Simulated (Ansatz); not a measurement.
# Li on W(110): change of the work function, part 4 of 4

Aim: the work function of W(110) at several coverages of Li (hollow site), and the dipole that each adsorbate carries.

Ansatz 0.2.0; plane-wave DFT, PBE, Ansatz PAW.

So far, work function, upper face (eV): step 2 (the clean slab) 4.84; step 3 (37 atoms, coverage 0.111 ML, cell 3x3) 3.51; step 4 (17 atoms, coverage 0.25 ML, cell 2x2) 2.46; step 5 (18 atoms, coverage 0.5 ML, cell 2x2) 2.44.

## (6) Adsorbate added, k-mesh 12×12×1, coverage 1 ML

System of this step: LiW4 (Li/W(110)). The cell holds 5 atoms: 4 W and 1 Li. Its edges and angles: a = 2.737 Å, b = 2.737 Å, c = 27.271 Å, α = 90.0°, β = 90.0°, γ = 70.5°. Vacuum lies along c.

Another coverage, to see how the dipoles act on each other as their distance changes.

File input.yaml:

```yaml
crystal:
  lattice:
    - [2.2344574285, -1.58, 0.0]
    - [2.2344574285, 1.58, 0.0]
    - [0.0, 0.0, 27.2706338538]
  atoms:
    - { symbol: W, position: [0.0, 0.0, 0.3300253323] }
    - { symbol: W, position: [0.5, 0.5, 0.4119617274] }
    - { symbol: W, position: [0.0, 0.0, 0.495287083] }
    - { symbol: W, position: [0.5, 0.5, 0.5756727792] }
    - { symbol: Li, position: [0.84, 0.84, 0.6699746677] }
kpoints:
  mp_grid: { grid: [12, 12, 1] }
hamiltonian:
  xc: pbe
scf:
  occupations: { method: fermi_dirac, width: 0.1 }
  convergence: { dr2_threshold: 1.0e-08 }
efield:
  axis: 3
  dipole_correction: true
  ramp_position: 0.97
  ramp_width: 0.06
relax:
  f_tol: 0.02
  max_steps: 60
  constraints: [{ sites: [0, 1] }]
output:
  write_potential: true
  write_density: true
  volumetric_format: npy
```

Command:

```bash
> ansatz run input.yaml --threads 4 --pin off --max-ram 16384MiB --backend cpu --events-out ev --progress --plain --runs-dir out
```

Output:

```text
[...]
Crystal: 5 atoms, lattice volume = 192.555 Å³
Basis set: ecut = 420 eV, 3829 PW (Γ), exchange–correlation on 40×40×384 points (8 copies of the dense FFT grid, shifted against one another)
Bands: 36, of which v1, the nominal top of the filled ones, is band 30 counted from 1 (29 counted from 0)
Symmetry: 2 space group operations
[...]
F+E_penalty+E_count = -41741.74542286 eV   max|allowed force component| = 1.028e-2 eV/Å
  atoms:
    - { symbol: W, position: [0.0, 0.0, 0.330025] }
    - { symbol: W, position: [0.5, 0.5, 0.411962] }
    - { symbol: W, position: [-0.00021973, -0.00021973, 0.494969] }
    - { symbol: W, position: [0.500294, 0.500294, 0.576646] }
    - { symbol: Li, position: [1.000335, 1.000335, 0.658477] }
[key lines of the parts left out:]
SCF converged after 7 iterations
Free energy (F): -41741.745423 eV
Fermi energy:    5.227321 eV
Dipole field:    D = 0.059775 V/Å  (p = 0.063608 e·Å, saw-weighted, corrected)
Work function:   Φ+ = 3.2528 eV   Φ− = 4.8828 eV
```

Wall time 53 s (4 threads of Arm Neoverse V1, shared host); peak memory 0.64 GiB.

The steps of the relaxation:

```tsv
step	energy less that of the first step (eV)	largest force component (eV/Å)
1	0.0000	0.6739
2	-0.0745	0.5854
3	-0.1316	0.1290
4	-0.1536	0.0739
5	-0.1629	0.0158
6	-0.1635	0.0103
```

The run keeps the 2 symmetry operations that the program found, so distortions that break them were not tested.

The atoms that moved most (Å):

```tsv
atom	dx	dy	dz	length
Li5	0.717	0.000	-0.314	0.782
W4	0.001	0.000	0.027	0.027
W3	-0.001	0.000	-0.009	0.009
```

Final coordinates:

```xyz
5
Lattice="2.2345 -1.5800 0.0000 2.2345 1.5800 0.0000 0.0000 0.0000 27.2706" Properties=species:S:1:pos:R:3
W     0.0000    0.0000    9.0000
W     2.2345    0.0000   11.2345
W    -0.0010    0.0000   13.4981
W     2.2358    0.0000   15.7255
Li    4.4704    0.0000   17.9571
```

Running mean over 2.234 Å of the planar mean; the ramp of the sawtooth is left out. The electron's electrostatic potential energy less the Fermi level by z:

z (Å), electron's electrostatic potential energy less the Fermi level (eV) and a bar from the least value:
```
      3.5        4.9 ##############################
      4.0        4.9 ##############################
      4.5        4.9 ##############################
      5.0        4.9 ##############################
      5.5        4.8 ##############################
      6.0        4.7 ##############################
      6.5        4.4 #############################
      7.0        3.3 ###########################
      7.5       -0.1 #####################
      8.0       -5.7 ############
      8.5      -10.5 ####
      9.0      -12.2 #
      9.5      -12.4 
     10.0      -12.5 
     10.5      -12.6 
     11.0      -12.7 
     11.5      -12.6 
     12.0      -12.5 
     12.5      -12.4 #
     13.0      -12.5 
     13.5      -12.6 
     14.0      -12.6 
     14.5      -12.5 
     15.0      -12.4 
     15.5      -12.2 #
     16.0      -11.5 ##
     16.5       -9.1 ######
     17.0       -5.4 ############
     17.5       -2.5 #################
     18.0       -1.5 ###################
     18.5       -1.2 ####################
     19.0        0.1 ######################
     19.5        1.7 #########################
     20.0        2.6 ##########################
     20.5        3.0 ###########################
     21.0        3.1 ###########################
     21.5        3.2 ###########################
     22.0        3.2 ###########################
     22.5        3.2 ###########################
     23.0        3.3 ###########################
     23.5        3.3 ###########################
     24.0        3.3 ###########################
```

The relaxation took 6 steps and lowered the energy by 0.16 eV; the largest force on the free atoms ends at 0.010 eV/Å.

The covered face has 3.25 eV, -1.59 eV against the clean one; the bare back face has moved by -0.02 eV, a measure of how thin the slab is.

## (7) Work function against coverage

This step: plane-wave DFT, PBE, Ansatz PAW; work function against coverage (Ansatz 0.2.0).

The runs are now put side by side.

This step gave:

* work function of the clean face: 4.845 eV
* largest change of the work function: -2.402 eV

Table of work function of the covered face by coverage:

```tsv
coverage (adsorbates/nm²)	work function of the covered face (eV)
0.00	4.84
1.57	3.51
3.54	2.46
7.08	2.44
14.16	3.25
```

The dipole per adsorbate comes from the change of the cell's dipole. Coverage, by row:

```tsv
coverage (1/nm²)	coverage (ML)	work function (eV)	change (eV)	dipole per adsorbate, positive end outwards (debye)	mean height of the added atoms over the highest substrate atom (Å)
1.573	0.1111	3.506	-1.338	2.239	2.322
3.541	0.25	2.455	-2.389	1.781	2.246
7.081	0.5	2.443	-2.402	0.895	2.21
14.16	1	3.253	-1.592	0.295	2.232
```

## (8) What came out

```yaml
work_function_of_the_clean_face: 4.84 eV
work_function_at_0p11_ml: 3.51 eV
work_function_at_0p25_ml: 2.46 eV
work_function_at_0p5_ml: 2.44 eV
work_function_at_1_ml: 3.25 eV
dipole_per_adsorbate_at_0p11_ml_positive_end_outwards: 2.24 D
```

Li lowers the work function of W(110) at the lowest coverage, by 1.34 eV: the adsorbate layer has its positive end outwards. The dipole per adsorbate falls from 2.24 to 0.29 D as the layer fills. Neighbouring dipoles depolarise each other, and heights and bonding change with coverage too. The work function passes a minimum near 0.5 ML among the coverages run and rises again. The slab has 4 layers, at the tabulated experimental lattice constant, one starting site was run, and quantum-size effects of a slab this thin can reach one or two tenths of an eV.

[Long decimals in the printed logs are rounded to 6 places.]

[Logs are printed without paths, hosts, clocks, repeated set-up lines and the standing remarks that a program may print on its own settings, such as how far it seeks lower states.]

[Hosts, paths, dates, database ids (printed as entryN), source tags and the programs' standing remarks are cut or masked in the printed files.]

[Maps of the electrostatic potential energy from Ansatz leave out the sawtooth potential of an applied field or a dipole correction, so their vacuum need not be flat; planar profiles and work functions include it.]
